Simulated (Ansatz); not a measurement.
# Anharmonic phonons and stability of RaF2 (Fm-3m), part 2 of 2

How do the phonons of RaF2 change with temperature at fixed cell?

Ansatz 0.2.0; DFT PBE, scalar-relativistic, plane waves, PseudoDojo norm-conserving pseudopotentials.

So far. Step 3 (The given cell once more, occupations Gaussian …): The static pressure at this volume is 1.7 GPa, so this functional's own equilibrium cell is larger. Step 4 (The given cell once more, occupations fixed): The static pressure at this volume is 1.7 GPa, so this functional's own equilibrium cell is larger.

The database entry behind the starting cell is an old determination (1936), so it need not match the best structure at ambient conditions.

## 5. Self-consistent phonons (continued)

0 K; each column in its own order of rank; one wavevector of each set of like ones; translations left out; no LO-TO term. Modes at 0K, by row:

| q1 | q2 | q3 | rank | harmonic (cm⁻¹) | gaussian (cm⁻¹) | gaussian error (cm⁻¹) | hessian (cm⁻¹) | hessian error (cm⁻¹) | path integral (cm⁻¹) | path integral error (cm⁻¹) |
| --- | --- | --- | --- | --- | --- | --- | --- | --- | --- | --- |
| 0 | 0 | 0 | 1 | 167 | 170.2 | 0 | 167.9 | 0.3 | 167.9 | 0.4 |
| 0 | 0 | 0 | 2 | 167 | 170.2 | 0 | 167.9 | 0.3 | 167.9 | 0.4 |
| 0 | 0 | 0 | 3 | 167 | 170.2 | 0 | 167.9 | 0.3 | 167.9 | 0.4 |
| 0 | 0 | 0 | 4 | 229 | 231.6 | 0.1 | 229.7 | 0.5 | 229.4 | 0.6 |
| 0 | 0 | 0 | 5 | 229 | 231.6 | 0.1 | 229.7 | 0.5 | 229.4 | 0.6 |
| 0 | 0 | 0 | 6 | 229 | 231.6 | 0.1 | 229.7 | 0.5 | 229.4 | 0.6 |
| 0 | 0 | 0.3333 | 1 | 43.1 | 42.9 | 0 | 42.8 | 0 | 42.8 | 0 |
| 0 | 0 | 0.3333 | 2 | 43.1 | 42.9 | 0 | 42.8 | 0 | 42.8 | 0 |
| 0 | 0 | 0.3333 | 3 | 95.9 | 96.8 | 0 | 96.2 | 0.1 | 96.2 | 0.1 |
| 0 | 0 | 0.3333 | 4 | 177.7 | 180.9 | 0 | 178.7 | 0.1 | 178.7 | 0.4 |
| 0 | 0 | 0.3333 | 5 | 177.7 | 180.9 | 0 | 178.7 | 0.1 | 178.7 | 0.4 |
| 0 | 0 | 0.3333 | 6 | 207.8 | 210.2 | 0 | 208.6 | 0.3 | 208.7 | 0.5 |
| 0 | 0 | 0.3333 | 7 | 215 | 217.5 | 0 | 215.6 | 0.5 | 215.6 | 0.4 |
| 0 | 0 | 0.3333 | 8 | 215 | 217.5 | 0 | 215.6 | 0.5 | 215.6 | 0.4 |
| 0 | 0 | 0.3333 | 9 | 286.1 | 288 | 0.1 | 285.9 | 1 | 286 | 0.6 |
| 0 | 0.3333 | 0.3333 | 1 | 58.2 | 58.2 | 0 | 58 | 0.1 | 58 | 0.1 |
| 0 | 0.3333 | 0.3333 | 2 | 58.2 | 58.2 | 0 | 58 | 0.1 | 58 | 0.1 |
| 0 | 0.3333 | 0.3333 | 3 | 102 | 102.5 | 0 | 101.9 | 0.3 | 101.9 | 0.1 |
| 0 | 0.3333 | 0.3333 | 4 | 167 | 170 | 0 | 167.6 | 0.1 | 167.6 | 0.4 |
| 0 | 0.3333 | 0.3333 | 5 | 167 | 170 | 0 | 167.6 | 0.1 | 167.6 | 0.4 |
| 0 | 0.3333 | 0.3333 | 6 | 171.2 | 174 | 0.1 | 171.7 | 0.3 | 171.7 | 0.4 |
| 0 | 0.3333 | 0.3333 | 7 | 217.2 | 219.9 | 0 | 218.2 | 0.1 | 218.1 | 0.3 |
| 0 | 0.3333 | 0.3333 | 8 | 217.2 | 219.9 | 0 | 218.2 | 0.1 | 218.1 | 0.3 |
| 0 | 0.3333 | 0.3333 | 9 | 305 | 306.9 | 0 | 305 | 2.6 | 305 | 0.5 |
| 0 | 0.3333 | 0.6667 | 1 | 61.6 | 61.6 | 0 | 61.4 | 0.1 | 61.4 | 0.1 |
| 0 | 0.3333 | 0.6667 | 2 | 95.7 | 96.2 | 0 | 95.6 | 0.2 | 95.6 | 0.1 |
| 0 | 0.3333 | 0.6667 | 3 | 96.1 | 96.8 | 0 | 96.2 | 0.1 | 96.1 | 0.1 |
| 0 | 0.3333 | 0.6667 | 4 | 155.6 | 158.5 | 0.1 | 156.1 | 0.1 | 156.1 | 0.4 |
| 0 | 0.3333 | 0.6667 | 5 | 171.8 | 174.7 | 0 | 172.5 | 0.1 | 172.4 | 0.4 |
| 0 | 0.3333 | 0.6667 | 6 | 185.5 | 188 | 0 | 185.7 | 0.6 | 185.7 | 0.4 |
| 0 | 0.3333 | 0.6667 | 7 | 201.4 | 204.4 | 0.1 | 202.6 | 0.1 | 202.7 | 0.3 |
| 0 | 0.3333 | 0.6667 | 8 | 223.5 | 225.8 | 0 | 224.4 | 0.4 | 224.3 | 0.3 |
| 0 | 0.3333 | 0.6667 | 9 | 286.8 | 289 | 0.1 | 286.5 | 0.7 | 286.5 | 0.7 |

100 K; each column in its own order of rank; one wavevector of each set of like ones; translations left out; no LO-TO term. Modes at 100K, by row:

| q1 | q2 | q3 | rank | harmonic (cm⁻¹) | gaussian (cm⁻¹) | gaussian error (cm⁻¹) | hessian (cm⁻¹) | hessian error (cm⁻¹) | path integral (cm⁻¹) | path integral error (cm⁻¹) |
| --- | --- | --- | --- | --- | --- | --- | --- | --- | --- | --- |
| 0 | 0 | 0 | 1 | 167 | 170.7 | 0.1 | 166.9 | 0.2 | - | - |
| 0 | 0 | 0 | 2 | 167 | 170.7 | 0.1 | 166.9 | 0.2 | - | - |
| 0 | 0 | 0 | 3 | 167 | 170.7 | 0.1 | 166.9 | 0.2 | - | - |
| 0 | 0 | 0 | 4 | 229 | 231.8 | 0.2 | 228.5 | 0.4 | - | - |
| 0 | 0 | 0 | 5 | 229 | 231.8 | 0.2 | 228.5 | 0.4 | - | - |
| 0 | 0 | 0 | 6 | 229 | 231.8 | 0.2 | 228.5 | 0.4 | - | - |
| 0 | 0 | 0.3333 | 1 | 43.1 | 42.9 | 0 | 42.7 | 0 | - | - |
| 0 | 0 | 0.3333 | 2 | 43.1 | 42.9 | 0 | 42.7 | 0 | - | - |
| 0 | 0 | 0.3333 | 3 | 95.9 | 97 | 0 | 95.8 | 0.1 | - | - |
| 0 | 0 | 0.3333 | 4 | 177.7 | 181.4 | 0 | 177.7 | 0.2 | - | - |
| 0 | 0 | 0.3333 | 5 | 177.7 | 181.4 | 0 | 177.7 | 0.2 | - | - |
| 0 | 0 | 0.3333 | 6 | 207.8 | 210.6 | 0.1 | 207.8 | 0.2 | - | - |
| 0 | 0 | 0.3333 | 7 | 215 | 217.8 | 0.1 | 214.5 | 0.2 | - | - |
| 0 | 0 | 0.3333 | 8 | 215 | 217.8 | 0.1 | 214.5 | 0.2 | - | - |
| 0 | 0 | 0.3333 | 9 | 286.1 | 288.3 | 0.1 | 284.8 | 1.4 | - | - |
| 0 | 0.3333 | 0.3333 | 1 | 58.2 | 58.3 | 0 | 57.8 | 0 | - | - |
| 0 | 0.3333 | 0.3333 | 2 | 58.2 | 58.3 | 0 | 57.8 | 0 | - | - |
| 0 | 0.3333 | 0.3333 | 3 | 102 | 102.6 | 0.1 | 101.5 | 0.1 | - | - |
| 0 | 0.3333 | 0.3333 | 4 | 167 | 170.4 | 0.1 | 166.3 | 0.2 | - | - |
| 0 | 0.3333 | 0.3333 | 5 | 167 | 170.4 | 0.1 | 166.3 | 0.2 | - | - |
| 0 | 0.3333 | 0.3333 | 6 | 171.2 | 174.4 | 0.1 | 170.6 | 0.1 | - | - |
| 0 | 0.3333 | 0.3333 | 7 | 217.2 | 220.3 | 0.1 | 217.4 | 0.2 | - | - |
| 0 | 0.3333 | 0.3333 | 8 | 217.2 | 220.3 | 0.1 | 217.4 | 0.2 | - | - |
| 0 | 0.3333 | 0.3333 | 9 | 305 | 307.3 | 0.1 | 304 | 0.8 | - | - |
| 0 | 0.3333 | 0.6667 | 1 | 61.6 | 61.6 | 0 | 61.2 | 0.1 | - | - |
| 0 | 0.3333 | 0.6667 | 2 | 95.7 | 96.3 | 0 | 95.2 | 0 | - | - |
| 0 | 0.3333 | 0.6667 | 3 | 96.1 | 96.9 | 0 | 95.8 | 0 | - | - |
| 0 | 0.3333 | 0.6667 | 4 | 155.6 | 158.9 | 0 | 154.9 | 0.1 | - | - |
| 0 | 0.3333 | 0.6667 | 5 | 171.8 | 175.2 | 0 | 171.4 | 0.1 | - | - |
| 0 | 0.3333 | 0.6667 | 6 | 185.5 | 188.3 | 0 | 184.4 | 0.1 | - | - |
| 0 | 0.3333 | 0.6667 | 7 | 201.4 | 204.9 | 0.1 | 202 | 0.1 | - | - |
| 0 | 0.3333 | 0.6667 | 8 | 223.5 | 226.3 | 0 | 223.7 | 0.2 | - | - |
| 0 | 0.3333 | 0.6667 | 9 | 286.8 | 289.2 | 0.1 | 285.1 | 0.5 | - | - |

300 K; each column in its own order of rank; one wavevector of each set of like ones; translations left out; no LO-TO term. Modes at 300K, by row:

| q1 | q2 | q3 | rank | harmonic (cm⁻¹) | gaussian (cm⁻¹) | gaussian error (cm⁻¹) | hessian (cm⁻¹) | hessian error (cm⁻¹) | path integral (cm⁻¹) | path integral error (cm⁻¹) |
| --- | --- | --- | --- | --- | --- | --- | --- | --- | --- | --- |
| 0 | 0 | 0 | 1 | 167 | 174.2 | 0.1 | 163.9 | 0.1 | 163.1 | 0.5 |
| 0 | 0 | 0 | 2 | 167 | 174.2 | 0.1 | 163.9 | 0.1 | 163.1 | 0.5 |
| 0 | 0 | 0 | 3 | 167 | 174.2 | 0.1 | 163.9 | 0.1 | 163.1 | 0.5 |
| 0 | 0 | 0 | 4 | 229 | 234.4 | 0.1 | 225.3 | 0.2 | 224.7 | 0.5 |
| 0 | 0 | 0 | 5 | 229 | 234.4 | 0.1 | 225.3 | 0.2 | 224.7 | 0.5 |
| 0 | 0 | 0 | 6 | 229 | 234.4 | 0.1 | 225.3 | 0.2 | 224.7 | 0.5 |
| 0 | 0 | 0.3333 | 1 | 43.1 | 42.6 | 0 | 42 | 0 | 41.9 | 0 |
| 0 | 0 | 0.3333 | 2 | 43.1 | 42.6 | 0 | 42 | 0 | 41.9 | 0 |
| 0 | 0 | 0.3333 | 3 | 95.9 | 98 | 0.1 | 94.9 | 0.1 | 94.8 | 0.1 |
| 0 | 0 | 0.3333 | 4 | 177.7 | 184.9 | 0.1 | 175.1 | 0.1 | 174.5 | 0.3 |
| 0 | 0 | 0.3333 | 5 | 177.7 | 184.9 | 0.1 | 175.1 | 0.1 | 174.5 | 0.3 |
| 0 | 0 | 0.3333 | 6 | 207.8 | 213.3 | 0.2 | 205.7 | 0.5 | 205.1 | 0.4 |
| 0 | 0 | 0.3333 | 7 | 215 | 220.3 | 0.1 | 211.4 | 0.1 | 210.4 | 0.3 |
| 0 | 0 | 0.3333 | 8 | 215 | 220.3 | 0.1 | 211.4 | 0.1 | 210.4 | 0.3 |
| 0 | 0 | 0.3333 | 9 | 286.1 | 290 | 0.2 | 280.8 | 1.8 | 279.5 | 0.6 |
| 0 | 0.3333 | 0.3333 | 1 | 58.2 | 58.2 | 0 | 57 | 0 | 56.9 | 0.1 |
| 0 | 0.3333 | 0.3333 | 2 | 58.2 | 58.2 | 0 | 57 | 0 | 56.9 | 0.1 |
| 0 | 0.3333 | 0.3333 | 3 | 102 | 103.2 | 0.1 | 100.4 | 0.1 | 100 | 0.2 |
| 0 | 0.3333 | 0.3333 | 4 | 167 | 173.3 | 0.1 | 162.4 | 0.3 | 161.3 | 0.4 |
| 0 | 0.3333 | 0.3333 | 5 | 167 | 173.3 | 0.1 | 162.4 | 0.3 | 161.3 | 0.4 |
| 0 | 0.3333 | 0.3333 | 6 | 171.2 | 177.3 | 0.1 | 167.1 | 0.6 | 166.4 | 0.4 |
| 0 | 0.3333 | 0.3333 | 7 | 217.2 | 223.4 | 0.1 | 215.7 | 0.3 | 215.2 | 0.5 |
| 0 | 0.3333 | 0.3333 | 8 | 217.2 | 223.4 | 0.1 | 215.7 | 0.3 | 215.2 | 0.5 |
| 0 | 0.3333 | 0.3333 | 9 | 305 | 309.2 | 0.1 | 300.6 | 0.8 | 300 | 0.6 |
| 0 | 0.3333 | 0.6667 | 1 | 61.6 | 61.6 | 0 | 60.4 | 0 | 60.3 | 0.1 |
| 0 | 0.3333 | 0.6667 | 2 | 95.7 | 96.8 | 0 | 93.8 | 0.1 | 93.6 | 0.1 |
| 0 | 0.3333 | 0.6667 | 3 | 96.1 | 97.6 | 0 | 94.7 | 0 | 94.5 | 0.1 |
| 0 | 0.3333 | 0.6667 | 4 | 155.6 | 162 | 0.1 | 151.2 | 0.2 | 150.3 | 0.3 |
| 0 | 0.3333 | 0.6667 | 5 | 171.8 | 178.3 | 0.1 | 168.1 | 0.2 | 167.1 | 0.3 |
| 0 | 0.3333 | 0.6667 | 6 | 185.5 | 190.8 | 0.1 | 180.4 | 0.3 | 179.5 | 0.4 |
| 0 | 0.3333 | 0.6667 | 7 | 201.4 | 208.5 | 0.1 | 200.5 | 0.1 | 200.2 | 0.3 |
| 0 | 0.3333 | 0.6667 | 8 | 223.5 | 228.9 | 0 | 221.9 | 0.5 | 221.6 | 0.3 |
| 0 | 0.3333 | 0.6667 | 9 | 286.8 | 291.4 | 0.1 | 280.8 | 0.8 | 279.4 | 0.5 |

800 K; each column in its own order of rank; one wavevector of each set of like ones; translations left out; no LO-TO term. Modes at 800K, by row:

| q1 | q2 | q3 | rank | harmonic (cm⁻¹) | gaussian (cm⁻¹) | gaussian error (cm⁻¹) | hessian (cm⁻¹) | hessian error (cm⁻¹) | path integral (cm⁻¹) | path integral error (cm⁻¹) |
| --- | --- | --- | --- | --- | --- | --- | --- | --- | --- | --- |
| 0 | 0 | 0 | 1 | 167 | 182.1 | 0.2 | 157.7 | 0.5 | 153.1 | 1.5 |
| 0 | 0 | 0 | 2 | 167 | 182.1 | 0.2 | 157.7 | 0.5 | 153.1 | 1.5 |
| 0 | 0 | 0 | 3 | 167 | 182.1 | 0.2 | 157.7 | 0.5 | 153.1 | 1.5 |
| 0 | 0 | 0 | 4 | 229 | 240.6 | 0.5 | 219.2 | 0.9 | 213.1 | 1.5 |
| 0 | 0 | 0 | 5 | 229 | 240.6 | 0.5 | 219.2 | 0.9 | 213.1 | 1.5 |
| 0 | 0 | 0 | 6 | 229 | 240.6 | 0.5 | 219.2 | 0.9 | 213.1 | 1.5 |
| 0 | 0 | 0.3333 | 1 | 43.1 | 41.8 | 0.1 | 40.4 | 0.1 | 39.8 | 0.1 |
| 0 | 0 | 0.3333 | 2 | 43.1 | 41.8 | 0.1 | 40.4 | 0.1 | 39.8 | 0.1 |
| 0 | 0 | 0.3333 | 3 | 95.9 | 100 | 0.1 | 93.2 | 0.2 | 92.3 | 0.5 |
| 0 | 0 | 0.3333 | 4 | 177.7 | 193.6 | 0.2 | 170.1 | 0.3 | 165.3 | 0.9 |
| 0 | 0 | 0.3333 | 5 | 177.7 | 193.6 | 0.2 | 170.1 | 0.3 | 165.3 | 0.9 |
| 0 | 0 | 0.3333 | 6 | 207.8 | 220.3 | 0.2 | 202.2 | 0.7 | 198.5 | 0.9 |
| 0 | 0 | 0.3333 | 7 | 215 | 227.1 | 0.2 | 205.9 | 0.3 | 200.3 | 0.8 |
| 0 | 0 | 0.3333 | 8 | 215 | 227.1 | 0.2 | 205.9 | 0.3 | 200.3 | 0.8 |
| 0 | 0 | 0.3333 | 9 | 286.1 | 294.2 | 0.2 | 273.2 | 6.2 | 267.7 | 1.6 |
| 0 | 0.3333 | 0.3333 | 1 | 58.2 | 57.8 | 0 | 55.1 | 0 | 54.5 | 0.1 |
| 0 | 0.3333 | 0.3333 | 2 | 58.2 | 57.8 | 0 | 55.1 | 0 | 54.5 | 0.1 |
| 0 | 0.3333 | 0.3333 | 3 | 102 | 104.7 | 0.1 | 98.3 | 0.4 | 97.2 | 0.4 |
| 0 | 0.3333 | 0.3333 | 4 | 167 | 180.6 | 0.2 | 155 | 0.6 | 149 | 0.9 |
| 0 | 0.3333 | 0.3333 | 5 | 167 | 180.6 | 0.2 | 155 | 0.6 | 149 | 0.9 |
| 0 | 0.3333 | 0.3333 | 6 | 171.2 | 185.1 | 0.4 | 160.8 | 1.1 | 155.4 | 1.2 |
| 0 | 0.3333 | 0.3333 | 7 | 217.2 | 231.5 | 0.1 | 213.1 | 0.3 | 208.4 | 0.8 |
| 0 | 0.3333 | 0.3333 | 8 | 217.2 | 231.5 | 0.1 | 213.1 | 0.3 | 208.4 | 0.8 |
| 0 | 0.3333 | 0.3333 | 9 | 305 | 314.5 | 0.4 | 295.1 | 1.7 | 289.3 | 1.4 |
| 0 | 0.3333 | 0.6667 | 1 | 61.6 | 61.2 | 0.1 | 58.4 | 0.1 | 57.8 | 0.2 |
| 0 | 0.3333 | 0.6667 | 2 | 95.7 | 97.6 | 0.1 | 91 | 0.2 | 89.5 | 0.4 |
| 0 | 0.3333 | 0.6667 | 3 | 96.1 | 98.9 | 0.1 | 92.6 | 0.1 | 91.2 | 0.4 |
| 0 | 0.3333 | 0.6667 | 4 | 155.6 | 169.3 | 0.2 | 143.7 | 0.4 | 138.4 | 0.8 |
| 0 | 0.3333 | 0.6667 | 5 | 171.8 | 186.6 | 0.2 | 162.5 | 0.4 | 157.9 | 1.1 |
| 0 | 0.3333 | 0.6667 | 6 | 185.5 | 197.3 | 0.2 | 173 | 0.5 | 166 | 0.9 |
| 0 | 0.3333 | 0.6667 | 7 | 201.4 | 217.4 | 0.1 | 197.9 | 0.9 | 194.9 | 0.8 |
| 0 | 0.3333 | 0.6667 | 8 | 223.5 | 236.3 | 0.2 | 219.3 | 0.4 | 216.7 | 0.8 |
| 0 | 0.3333 | 0.6667 | 9 | 286.8 | 297 | 0.1 | 273.2 | 1.1 | 263.9 | 1.4 |

By temperature, by row:

| T (K) | verdict | pressure (GPa) | error (GPa) | vibrational free energy (eV/cell) | entropy (J/mol-cell/K) | free energy beyond the Gaussian (eV/cell) | mean-square displacement of the first Ra, sum over three axes, rings (Å²) | rings doubtful |
| --- | --- | --- | --- | --- | --- | --- | --- | --- |
| 0 | stable | 2.122 | 8.70e-4 | 0.09097 | 0 | -1.92e-4 | 0.003105 | false |
| 100 | stable | 2.19 | 0.0029 | 0.07638 | 35.93 | - | - | - |
| 300 | stable | 2.654 | 0.0066 | -0.07478 | 101.8 | -0.0033 | 0.02212 | false |
| 800 | stable | 3.882 | 0.012 | -0.8086 | 170.6 | -0.0219 | 0.06424 | true |

Table of lowest frequency on the supercell's wavevectors (translations apart) by temperature:

| temperature (K) | harmonic (cm⁻¹) | gaussian (cm⁻¹) | hessian (cm⁻¹) | path integral (cm⁻¹) |
| --- | --- | --- | --- | --- |
| 0 | 43.1 | 42.9 | 42.8 | 42.8 |
| 100 | 43.1 | 42.9 | 42.7 | - |
| 300 | 43.1 | 42.6 | 42 | 41.9 |
| 800 | 43.1 | 41.8 | 40.4 | 39.8 |

Free-energy Hessian at 800 K, interpolated by phonopy, no LO-TO term. The phonon branches at the labelled points (cm⁻¹):

| point | branch 1 | branch 2 | branch 3 | branch 4 | branch 5 | branch 6 | branch 7 | branch 8 | branch 9 |
| --- | --- | --- | --- | --- | --- | --- | --- | --- | --- |
| Γ | 0 | 0 | 0 | 158 | 158 | 158 | 219 | 219 | 219 |
| halfway | 42 | 42 | 78 | 162 | 162 | 185 | 217 | 217 | 270 |
| X | 65 | 65 | 119 | 126 | 146 | 146 | 205 | 205 | 308 |
| halfway | 66 | 72 | 111 | 130 | 145 | 159 | 199 | 212 | 295 |
| W | 68 | 91 | 91 | 138 | 140 | 182 | 182 | 225 | 276 |
| halfway | 64 | 84 | 100 | 137 | 147 | 171 | 194 | 220 | 280 |
| K | 61 | 84 | 102 | 136 | 155 | 162 | 201 | 214 | 284 |
| halfway | 42 | 44 | 79 | 165 | 178 | 196 | 206 | 218 | 261 |
| Γ | 0 | 0 | 0 | 158 | 158 | 158 | 219 | 219 | 219 |
| halfway | 33 | 33 | 69 | 168 | 168 | 205 | 212 | 212 | 252 |
| L | 46 | 46 | 117 | 169 | 169 | 199 | 199 | 208 | 280 |
| halfway | 54 | 65 | 110 | 160 | 171 | 175 | 200 | 219 | 273 |
| U | 61 | 84 | 102 | 136 | 155 | 163 | 201 | 214 | 284 |
| halfway | 64 | 84 | 100 | 137 | 147 | 171 | 194 | 220 | 280 |
| W | 68 | 91 | 91 | 138 | 140 | 182 | 182 | 225 | 276 |
| halfway | 56 | 69 | 107 | 160 | 160 | 179 | 196 | 221 | 272 |
| L | 46 | 46 | 117 | 169 | 169 | 199 | 199 | 208 | 280 |
| halfway | 54 | 65 | 110 | 160 | 171 | 175 | 200 | 219 | 273 |
| K | 61 | 84 | 102 | 136 | 155 | 163 | 201 | 214 | 284 |
| jump to U | 61 | 84 | 102 | 136 | 155 | 162 | 201 | 214 | 284 |
| halfway | 64 | 70 | 114 | 129 | 148 | 150 | 204 | 207 | 301 |
| X | 65 | 65 | 119 | 126 | 146 | 146 | 205 | 205 | 308 |

The phonon branches as a text plot (rows in cm⁻¹):

```
    302 |      *****                                           **
    289 |     *     *   **                     *              *
    276 |            ***  *             ******* **************
    263 |    *             ***         *
    250 |                             *
    238 |   *                 **
    225 |****        ***  ***   **** *      **   ******    *
    212 | ** ****  **   **   *****  **** ***  ***      **** ****
    199 |  **    ****  **** **  *     ***********    ************
    186 |    *       **    **       *      *     **** *   *
    173 | *   *      ***  ** *** * *  ********  **   ********
    161 |******     *   *** **********      * **     **   *****
    148 |      ******* ** **                 *  ** **       * ***
    135 |       *  *******                    ******         ***
    122 |       ***                       *            ***      *
    109 |      *   **                   ** ***       **   **  **
     96 |     *      ********                 *******       **
     83 |    *       ******  *         *      **** *        **
     71 |        *******   *          *     **   *****     *  ***
     58 |   * ***       ***** **           ******   ***   ******
     45 |  * *              **  *    * *****           ****
     32 |   *                 **    ***
     19 | **                    ** **
      6 |**                      ***
         Γ       X    W  K        Γ      L     U  W     L   K|U X
```

The highest branch reaches 308 cm⁻¹ on this path, at X. No branch goes imaginary on this path.

## 6. Outcome

```json
{
 "0 K": "stable; softest mode 42.8 cm⁻¹ (harmonic 43.1); pressure 2.12 GPa",
 "100 K": "stable; softest mode 42.7 cm⁻¹ (harmonic 43.1); pressure 2.19 GPa",
 "300 K": "stable; softest mode 42 cm⁻¹ (harmonic 43.1); pressure 2.65 GPa",
 "800 K": "stable; softest mode 40.4 cm⁻¹ (harmonic 43.1); pressure 3.88 GPa"
}
```

**Reading.** At fixed cell RaF2 is judged stable at 0 K, stable at 100 K, stable at 300 K and stable at 800 K. The crystal is harmonically stable on these wavevectors; at fixed cell its lowest frequency is 43.1 cm⁻¹ in the harmonic picture and 40.4 cm⁻¹ from the free energy at 800 K. At 800 K the largest relative shift among harmonically stable modes above 20 cm⁻¹ that exceeds three times its error is at q = (0, 0.3333, 0.6667): 156 cm⁻¹ becomes 144 ± 0.4 cm⁻¹, matching modes by rank. The pressure column includes 1.7 GPa of the lattice at rest on the supercell's coarser k-mesh; in the Gaussian the ions' motion adds +2.15 GPa at 800 K, from the supercell's own modes alone. The path-integral sampling failed its own checks at 100 K, so those columns are empty. The path-integral figures under 0 K were sampled at 7.9 K. The cell is held fixed, the 81-atom supercell samples only its own wavevectors, and LO–TO splitting and linewidths are not included; the verdicts are statistical. The program marks its path-integral figures as doubtful at some temperatures. The series or run stands on the volume of the database entry, not on this functional's own equilibrium cell.

[Logs are printed without paths, hosts, clocks, repeated set-up lines and the standing remarks that a program may print on its own settings, such as how far it seeks lower states.]

[Hosts, paths, dates, database ids (printed as entryN), source tags and the programs' standing remarks are cut or masked in the printed files.]

[A step with changed settings may run another functional than the one named; its input shows which.]
